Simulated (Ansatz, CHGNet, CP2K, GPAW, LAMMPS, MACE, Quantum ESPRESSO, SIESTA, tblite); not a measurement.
# Amorphous Ge (61 atoms) in CP2K, part 2 of 4

How do the settings of CP2K change the result for amorphous Ge (61 atoms)? A plane-wave run serves as the yardstick.

Program: CP2K 2026.2; the method stands at each step. Banners, paths, timers and routine set-up lines are dropped from the logs unmarked, and long logs keep their key lines alone; longer cuts are marked.

So far. Step 2 (PBE, DZVP-MOLOPT-SR, 350/50 Ry, diagonalisation): Forces lie 12 % from the reference's, at 0.90 times its CPU time (on 2 against 4 cores). Step 3 (PBE, SZV-MOLOPT-SR, 350/50 Ry, diagonalisation): Against the first run (12 %), the force difference from the reference is 139 %, at 0.52 times the CPU time (on 1 against 2 cores), with 244 basis functions against 793: the smaller basis costs accuracy.

## (4) PBE, TZVP-UZH, 350/50 Ry, diagonalisation

Method: Kohn-Sham DFT, PBE, GTH-PBE pseudopotentials, Gaussian and plane waves, TZVP-MOLOPT (UZH set), diagonalisation.

input.inp reads:

```
&GLOBAL
  PROJECT cell
  RUN_TYPE ENERGY_FORCE
  PRINT_LEVEL LOW
&END GLOBAL
&FORCE_EVAL
  METHOD QS
  STRESS_TENSOR ANALYTICAL
  &DFT
    BASIS_SET_FILE_NAME BASIS_MOLOPT_UZH
    POTENTIAL_FILE_NAME POTENTIAL_UZH
    &MGRID
      CUTOFF 350
      REL_CUTOFF 50
    &END MGRID
    &QS
      EPS_DEFAULT 1.0E-12
    &END QS
    &SCF
      SCF_GUESS ATOMIC
      EPS_SCF 5.0E-06
      MAX_SCF 200
      ADDED_MOS 27
      &DIAGONALIZATION
        ALGORITHM STANDARD
      &END DIAGONALIZATION
      &SMEAR ON
        METHOD FERMI_DIRAC
        ELECTRONIC_TEMPERATURE [K] 580
      &END SMEAR
      &MIXING
        METHOD BROYDEN_MIXING
        ALPHA 0.15
        NBROYDEN 12
      &END MIXING
      &PRINT
        &RESTART OFF
        &END RESTART
      &END PRINT
    &END SCF
    &XC
      &XC_FUNCTIONAL PBE
      &END XC_FUNCTIONAL
    &END XC
    &PRINT
      &MULLIKEN ON
      &END MULLIKEN
      &HIRSHFELD ON
        SHAPE_FUNCTION DENSITY
      &END HIRSHFELD
      &MO ON
        EIGENVALUES T
        OCCUPATION_NUMBERS T
        MO_INDEX_RANGE 111 134
        &EACH
          QS_SCF 0
        &END EACH
        ADD_LAST NUMERIC
      &END MO
    &END PRINT
  &END DFT
  &SUBSYS
    &CELL
      A 10.64970 0.00000 0.00000
      B 0.00000 10.64970 0.00000
      C 0.00000 0.00000 10.64970
    &END CELL
    &COORD
      SCALED
      Ge 0.01819 0.34653 0.91139
      Ge 0.53853 0.49839 0.51182
      Ge 0.66378 0.06235 0.32431
      Ge 0.71441 0.29075 0.30579
      Ge 0.24738 0.45256 0.14132
      Ge 0.55598 0.84498 0.32634
      Ge 0.50263 0.37607 0.71747
      Ge 0.84536 0.16326 0.75866
      Ge 0.23563 0.85438 0.25818
      Ge 0.88142 0.40314 0.71048
      Ge 0.87185 0.94142 0.26252
      Ge 0.57758 0.25812 0.98692
      Ge 0.02656 0.13718 0.19636
      Ge 0.78292 0.32426 0.08891
      Ge 0.49691 0.12870 0.16326
      Ge 0.74431 0.61022 0.51129
      Ge 0.24071 0.54509 0.66951
      Ge 0.98621 0.17965 0.43121
      Ge 0.22621 0.67554 0.02872
      Ge 0.06441 0.17278 0.65284
[... 37 atom lines left out ...]
      Ge 0.35817 0.62869 0.84103
      Ge 0.25522 0.05602 0.90603
      Ge 0.60390 0.16598 0.76049
      Ge 0.90408 0.60953 0.16548
    &END COORD
    &KIND Ge
      BASIS_SET TZVP-MOLOPT-PBE-GTH-q4
      POTENTIAL GTH-PBE-q4
    &END KIND
  &END SUBSYS
  &PRINT
    &FORCES ON
    &END FORCES
    &STRESS_TENSOR ON
    &END STRESS_TENSOR
  &END PRINT
&END FORCE_EVAL
```

The run is started by

```
$ OMP_NUM_THREADS=1 mpirun -np 4 cp2k.psmp -i input.inp > output.txt
```

Numbers of over 12 decimals in the logs are rounded to 6 here.

Output:

```text
CP2K| version string:                                       CP2K version 2026.2
 CP2K| Input file name                                                 input.inp
 GLOBAL| Basis set file name                                    BASIS_MOLOPT_UZH
 GLOBAL| Potential file name                                       POTENTIAL_UZH
[... lines left out ...]
 Number of electrons:                                                        244
[... lines left out ...]
  Step     Update method      Time    Convergence         Total energy    Change
[... lines left out ...]
  *** SCF run converged in    16 steps ***
[... lines left out ...]
  Fermi energy:                                                 0.207365
  Total energy:                                              -238.802287
  Total energy (extrapolated to T->0):                       -238.797670
[... lines left out ...]
 MO| E(Fermi):            0.207365 a.u.          5.642688 eV
[... lines left out ...]
 ENERGY| Total FORCE_EVAL ( QS ) energy [hartree]           -238.802334
[... lines left out ...]
 FORCES|      1 -1.80304432E-03  3.38551167E-03 -1.97073724E-03   4.31236169E-03
 FORCES|      2  3.15861145E-03 -7.57467172E-03  7.24712225E-03   1.09486647E-02
 FORCES|      3  4.67496138E-03 -3.30505331E-04  1.94077426E-03   5.07258341E-03
[...]
FORCES|     60  6.19727859E-03  1.67532328E-03 -1.96916125E-03   6.71495094E-03
 FORCES|     61 -9.85034865E-03  1.02695055E-02  9.78532032E-03   1.72697599E-02
 FORCES| Sum    -4.13459339E-07 -1.60717196E-07 -3.60919719E-07
 FORCES| Total atomic force                                       5.71875586E-07
 STRESS| Analytical stress tensor [bar]
 STRESS|                        x                   y                   z
 STRESS|      x        1.12108374768E+05  -4.35436106586E+03   2.07404309010E+03
 STRESS|      y       -4.35436106586E+03   8.72269384914E+04   2.01541361828E+03
 STRESS|      z        2.07404309010E+03   2.01541361828E+03   1.15031368424E+05
 STRESS| 1/3 Trace                                             1.04788893894E+05
```

Elapsed: 42 s, on 4 MPI ranks of Arm Neoverse V1, shared host; peak memory 3.4 GiB; 2.8 min of CPU time.

Compared with the plane-wave run:

| Property | Result |
| --- | --- |
| r.m.s. force component | 0.2905 eV/Å |
| r.m.s. difference of force components | 27 meV/Å |
| longest difference of force vectors | 94.77 meV/Å |
| force difference over r.m.s. force | 9.636 % |
| slope of forces against the reference's | 1.033 |
| correlation of force components | 0.9962 |
| pressure | 10.48 GPa |
| pressure difference | 0.9384 GPa |

Against the first run (12 %), the force difference from the reference is 9.6 %, at 1.9 times the CPU time (on 4 against 2 cores), with 1037 basis functions against 793; this set comes with other potentials too, so the change isn't the basis's alone.

## (5) PBE, TZV2P-MOLOPT (SR for Ge), 350/50 Ry, diagonalisation

Method: Kohn-Sham DFT, PBE, GTH-PBE pseudopotentials, Gaussian and plane waves, TZV2P-MOLOPT-GTH, diagonalisation.

Changes to input.inp since step 4:

```diff
@@ -9,4 +9,5 @@
   &DFT
-    BASIS_SET_FILE_NAME BASIS_MOLOPT_UZH
-    POTENTIAL_FILE_NAME POTENTIAL_UZH
+    BASIS_SET_FILE_NAME BASIS_MOLOPT
+    BASIS_SET_FILE_NAME BASIS_MOLOPT_UCL
+    POTENTIAL_FILE_NAME GTH_POTENTIALS
     &MGRID
@@ -72,3 +73,3 @@
     &KIND Ge
-      BASIS_SET TZVP-MOLOPT-PBE-GTH-q4
+      BASIS_SET TZV2P-MOLOPT-SR-GTH-q4
       POTENTIAL GTH-PBE-q4
```

Output:

```text
CP2K| version string:                                       CP2K version 2026.2
 CP2K| Input file name                                                 input.inp
 GLOBAL| Basis set file name                                        BASIS_MOLOPT
 GLOBAL| Potential file name                                      GTH_POTENTIALS
[... lines left out ...]
 Number of electrons:                                                        244
[... lines left out ...]
  Step     Update method      Time    Convergence         Total energy    Change
[... lines left out ...]
  *** SCF run converged in    15 steps ***
[... lines left out ...]
  Fermi energy:                                                 0.206927
  Total energy:                                              -238.868528
  Total energy (extrapolated to T->0):                       -238.863895
[... lines left out ...]
 MO| E(Fermi):            0.206927 a.u.          5.630778 eV
[... lines left out ...]
 ENERGY| Total FORCE_EVAL ( QS ) energy [hartree]           -238.868684
[... lines left out ...]
 FORCES|      1 -2.07425287E-03  3.20976145E-03 -2.05586127E-03   4.33954595E-03
 FORCES|      2  3.36837116E-03 -7.27391559E-03  7.50672671E-03   1.09821090E-02
 FORCES|      3  4.53228863E-03 -7.62255665E-04  1.60795708E-03   4.86910668E-03
[...]
FORCES|     60  6.22033381E-03  1.59213404E-03 -1.83923543E-03   6.67908905E-03
 FORCES|     61 -9.50040322E-03  1.02924414E-02  9.58386194E-03   1.69718126E-02
 FORCES| Sum    -6.80246362E-07 -2.00441128E-08 -5.71060690E-07
 FORCES| Total atomic force                                       8.88395853E-07
 STRESS| Analytical stress tensor [bar]
 STRESS|                        x                   y                   z
 STRESS|      x        1.11171634616E+05  -4.28637579798E+03   1.91509106620E+03
 STRESS|      y       -4.28637579798E+03   8.65754532945E+04   1.90034361245E+03
 STRESS|      z        1.91509106620E+03   1.90034361245E+03   1.13950095580E+05
 STRESS| 1/3 Trace                                             1.03899061164E+05
```

Run time: 35 s. Hardware: 4 MPI ranks; peak memory 3.4 GiB; 2.3 min of CPU time.

Compared with the plane-wave run:

- r.m.s. force component: 0.2863 eV/Å
- r.m.s. difference of force components: 19.57 meV/Å
- longest difference of force vectors: 55.08 meV/Å
- force difference over r.m.s. force: 6.987 %
- slope of forces against the reference's: 1.02
- correlation of force components: 0.9978
- pressure: 10.39 GPa
- pressure difference: 0.8494 GPa

Against the first run (12 %), the force difference from the reference is 7.0 %, at 1.5 times the CPU time (on 4 against 2 cores), with 1342 basis functions against 793: the larger basis brings the forces nearer.

## (6) PBE, DZVP-MOLOPT-SR, 122/50 Ry, diagonalisation

Method: Kohn-Sham DFT, PBE, GTH-PBE pseudopotentials, Gaussian and plane waves, DZVP-MOLOPT-SR-GTH, diagonalisation.

Changes to input.inp since step 5:

```diff
@@ -10,6 +10,5 @@
     BASIS_SET_FILE_NAME BASIS_MOLOPT
-    BASIS_SET_FILE_NAME BASIS_MOLOPT_UCL
     POTENTIAL_FILE_NAME GTH_POTENTIALS
     &MGRID
-      CUTOFF 350
+      CUTOFF 122
       REL_CUTOFF 50
@@ -73,3 +72,3 @@
     &KIND Ge
-      BASIS_SET TZV2P-MOLOPT-SR-GTH-q4
+      BASIS_SET DZVP-MOLOPT-SR-GTH-q4
       POTENTIAL GTH-PBE-q4
```

The run is started by

```
$ OMP_NUM_THREADS=1 cp2k.psmp -i input.inp > output.txt
```

Output:

```text
CP2K| version string:                                       CP2K version 2026.2
 CP2K| Input file name                                                 input.inp
 GLOBAL| Basis set file name                                        BASIS_MOLOPT
 GLOBAL| Potential file name                                      GTH_POTENTIALS
[... lines left out ...]
 Number of electrons:                                                        244
[... lines left out ...]
  Step     Update method      Time    Convergence         Total energy    Change
[... lines left out ...]
  *** SCF run converged in    15 steps ***
[... lines left out ...]
  Fermi energy:                                                 0.208865
  Total energy:                                              -238.668240
  Total energy (extrapolated to T->0):                       -238.663655
[... lines left out ...]
 MO| E(Fermi):            0.208865 a.u.          5.683511 eV
[... lines left out ...]
 ENERGY| Total FORCE_EVAL ( QS ) energy [hartree]           -238.668357
[... lines left out ...]
 FORCES|      1 -9.04320886E-04  3.71912046E-03 -1.81717574E-03   4.23695420E-03
 FORCES|      2  3.24946611E-03 -7.26820195E-03  6.93718864E-03   1.05598473E-02
 FORCES|      3  4.58392536E-03 -9.60762855E-05  2.10804955E-03   5.04633286E-03
[...]
FORCES|     60  6.28400666E-03  1.75665044E-03 -2.08492696E-03   6.84992561E-03
 FORCES|     61 -9.64533618E-03  1.00572983E-02  9.87408360E-03   1.70786207E-02
 FORCES| Sum     9.33160245E-06  3.65438687E-05  1.53749993E-05
 FORCES| Total atomic force                                       4.07298876E-05
 STRESS| Analytical stress tensor [bar]
 STRESS|                        x                   y                   z
 STRESS|      x        1.16320975726E+05  -4.25485355739E+03   1.91166040889E+03
 STRESS|      y       -4.25485355739E+03   9.13561327241E+04   2.04664225699E+03
 STRESS|      z        1.91166040889E+03   2.04664225699E+03   1.18838383272E+05
 STRESS| 1/3 Trace                                             1.08838497241E+05
```

The job ended after 68 s (1 thread; peak memory 0.65 GiB).

Numbers from this run, and their distance from the reference:

```
r.m.s. force component                          : 0.2891 eV/Å
r.m.s. difference of force components           : 32.32 meV/Å
longest difference of force vectors             : 113.1 meV/Å
force difference over r.m.s. force              : 11.54 %
slope of forces against the reference's         : 1.026
correlation of force components                 : 0.994
pressure                                        : 10.88 GPa
pressure difference                             : 1.343 GPa
energy less the same-level run's                : 0.0028 meV/atom
r.m.s. force difference from the same-level run : 0.415 meV/Å
```

This is a coarse setting, run to see what it loses.

Against the first run (12 %), the force difference from the reference is 12 %, at 0.75 times the CPU time (on 1 against 2 cores): the change moves forces by 0.41 meV/Å r.m.s., so most of the difference comes from elsewhere.

## (7) PBE, DZVP-MOLOPT-SR, 244/50 Ry, diagonalisation

Method: Kohn-Sham DFT, PBE, GTH-PBE pseudopotentials, Gaussian and plane waves, DZVP-MOLOPT-SR-GTH, diagonalisation.

Changes to input.inp since step 6:

```diff
@@ -12,3 +12,3 @@
     &MGRID
-      CUTOFF 122
+      CUTOFF 244
       REL_CUTOFF 50
@@ -68,3 +68,2 @@
     &COORD
-      SCALED
 [... 61 atom lines left out: the same atoms as in the first run ...]
```

The run is started by

```
$ OMP_NUM_THREADS=2 cp2k.psmp -i input.inp > output.txt
```

Output:

```text
CP2K| version string:                                       CP2K version 2026.2
 CP2K| Input file name                                                 input.inp
 GLOBAL| Basis set file name                                        BASIS_MOLOPT
 GLOBAL| Potential file name                                      GTH_POTENTIALS
 GLOBAL| Run type                                                   ENERGY_FORCE
 GLOBAL| Total number of message passing processes                             1
 GLOBAL| Number of threads for this process                                    2
 TOTAL NUMBERS AND MAXIMUM NUMBERS
  Total number of            - Atomic kinds:                                   1
                             - Atoms:                                         61
[... lines left out ...]
                        Smear method:                                FERMI_DIRAC
[... lines left out ...]
 Number of electrons:                                                        244
[... lines left out ...]
  Step     Update method      Time    Convergence         Total energy    Change
[... lines left out ...]
  *** SCF run converged in    15 steps ***
[... lines left out ...]
  Fermi energy:                                                 0.208865
  Total energy:                                              -238.668245
  Total energy (extrapolated to T->0):                       -238.663661
[... lines left out ...]
 MO| E(Fermi):            0.208865 a.u.          5.683504 eV
[... lines left out ...]
 !-----------------------------------------------------------------------------!
 !-----------------------------------------------------------------------------!
                           Hirshfeld Charges
  #Atom  Element  Kind  Ref Charge     Population                    Net charge
      1       Ge     1       4.000          3.998                         0.002
      2       Ge     1       4.000          3.994                         0.006
      3       Ge     1       4.000          4.014                        -0.014
[...]
60       Ge     1       4.000          3.997                         0.003
     61       Ge     1       4.000          3.996                         0.004
  Total Charge                                                           -0.000
 !-----------------------------------------------------------------------------!
 ENERGY| Total FORCE_EVAL ( QS ) energy [hartree]           -238.668363
 FORCES| Atomic forces [hartree/bohr]
 FORCES|   Atom     x               y               z               |f|
 FORCES|      1 -8.95495808E-04  3.71538500E-03 -1.82288031E-03   4.23425213E-03
 FORCES|      2  3.23895174E-03 -7.27811919E-03  6.92880395E-03   1.05579426E-02
 FORCES|      3  4.57300125E-03 -9.57260509E-05  2.11696168E-03   5.04014193E-03
[...]
FORCES|     60  6.28804568E-03  1.75202694E-03 -2.09614411E-03   6.85586880E-03
 FORCES|     61 -9.63707223E-03  1.00473479E-02  9.86853973E-03   1.70648890E-02
 FORCES| Sum     2.91221231E-06 -4.83433505E-06  1.28959767E-06
 FORCES| Total atomic force                                       5.78920012E-06
 STRESS| Analytical stress tensor [bar]
 STRESS|                        x                   y                   z
 STRESS|      x        1.16324875067E+05  -4.25515413761E+03   1.91136034505E+03
 STRESS|      y       -4.25515413761E+03   9.13577135917E+04   2.04674697987E+03
 STRESS|      z        1.91136034505E+03   2.04674697987E+03   1.18842979285E+05
 STRESS| 1/3 Trace                                             1.08841855981E+05
```

Elapsed: 51 s, on 2 threads; peak memory 1.3 GiB; 96 s of CPU time.

Numbers from this run, and their distance from the reference:

```
r.m.s. force component                          : 0.2891 eV/Å
r.m.s. difference of force components           : 32.32 meV/Å
longest difference of force vectors             : 112.6 meV/Å
force difference over r.m.s. force              : 11.54 %
slope of forces against the reference's         : 1.026
correlation of force components                 : 0.994
pressure                                        : 10.88 GPa
pressure difference                             : 1.344 GPa
energy less the same-level run's                : 0.0002 meV/atom
r.m.s. force difference from the same-level run : 0.02 meV/Å
```

Against the first run (12 %), the force difference from the reference is 12 %, at 1.1 times the CPU time: the change moves forces by 0.02 meV/Å r.m.s., so most of the difference comes from elsewhere.

## (8) RPBE, PBE potentials, DZVP-MOLOPT-SR, 350/50 Ry, diagonalisation

Method: Kohn-Sham DFT, RPBE, GTH-PBE pseudopotentials, Gaussian and plane waves, DZVP-MOLOPT-SR-GTH, diagonalisation.

Changes to input.inp since step 7:

```diff
@@ -12,3 +12,3 @@
     &MGRID
-      CUTOFF 244
+      CUTOFF 350
       REL_CUTOFF 50
@@ -41,3 +41,7 @@
     &XC
-      &XC_FUNCTIONAL PBE
+      &XC_FUNCTIONAL
+        &GGA_X_RPBE
+        &END GGA_X_RPBE
+        &GGA_C_PBE
+        &END GGA_C_PBE
       &END XC_FUNCTIONAL
```

Output:

```text
CP2K| version string:                                       CP2K version 2026.2
 CP2K| Input file name                                                 input.inp
 GLOBAL| Basis set file name                                        BASIS_MOLOPT
 GLOBAL| Potential file name                                      GTH_POTENTIALS
 GLOBAL| Run type                                                   ENERGY_FORCE
 GLOBAL| Total number of message passing processes                             1
 GLOBAL| Number of threads for this process                                    2
[... lines left out ...]
                        Smear method:                                FERMI_DIRAC
[... lines left out ...]
 Number of electrons:                                                        244
[... lines left out ...]
  Step     Update method      Time    Convergence         Total energy    Change
[... lines left out ...]
  *** SCF run converged in    16 steps ***
[... lines left out ...]
  Fermi energy:                                                 0.209113
  Total energy:                                              -238.835356
  Total energy (extrapolated to T->0):                       -238.830765
[... lines left out ...]
 MO| E(Fermi):            0.209113 a.u.          5.690263 eV
[... lines left out ...]
     61       Ge     1       4.000          3.995                         0.005
  Total Charge                                                           -0.000
 !-----------------------------------------------------------------------------!
 ENERGY| Total FORCE_EVAL ( QS ) energy [hartree]           -238.835372
 FORCES| Atomic forces [hartree/bohr]
 FORCES|   Atom     x               y               z               |f|
 FORCES|      1 -7.18897725E-04  3.68670492E-03 -1.80464696E-03   4.16717624E-03
 FORCES|      2  2.84278635E-03 -7.00906122E-03  6.72320235E-03   1.01197739E-02
 FORCES|      3  4.31529245E-03 -6.81168261E-05  2.18498542E-03   4.83741151E-03
[...]
FORCES|     60  6.23028478E-03  1.81742930E-03 -1.97693365E-03   6.78437649E-03
 FORCES|     61 -9.60194150E-03  1.03296007E-02  9.71343572E-03   1.71245077E-02
 FORCES| Sum    -2.46710637E-06  1.68122316E-06 -1.91126583E-06
 FORCES| Total atomic force                                       3.54486420E-06
 STRESS| Analytical stress tensor [bar]
 STRESS|                        x                   y                   z
 STRESS|      x        1.19983915516E+05  -4.44756917737E+03   1.90356764239E+03
 STRESS|      y       -4.44756917737E+03   9.47773100783E+04   1.96872921758E+03
 STRESS|      z        1.90356764239E+03   1.96872921758E+03   1.22419334408E+05
 STRESS| 1/3 Trace                                             1.12393520001E+05
```

It took 54 s on 2 threads; peak memory 1.6 GiB; 97 s of CPU time.

Against the reference:

| Property | Result |
| --- | --- |
| r.m.s. force component | 0.2875 eV/Å |
| r.m.s. difference of force components | 33.14 meV/Å |
| longest difference of force vectors | 106.9 meV/Å |
| force difference over r.m.s. force | 11.83 % |
| slope of forces against the reference's | 1.02 |
| correlation of force components | 0.9935 |
| pressure | 11.24 GPa |
| pressure difference | 1.699 GPa |

Against the first run (12 %), the force difference from the reference is 12 %, at 1.1 times the CPU time; the model has changed, so this is no error of the program alone.

[end of part 2 of 4]

[Also dropped from logs without a mark: logging warnings of Python, and SIESTA's first energy breakdown and zero terms.]

[Logs are printed without paths, hosts, clocks, repeated set-up lines and the standing remarks that a program may print on its own settings, such as how far it seeks lower states.]

[Hosts, paths, dates, database ids (printed as entryN), source tags and the programs' standing remarks are cut or masked in the printed files.]
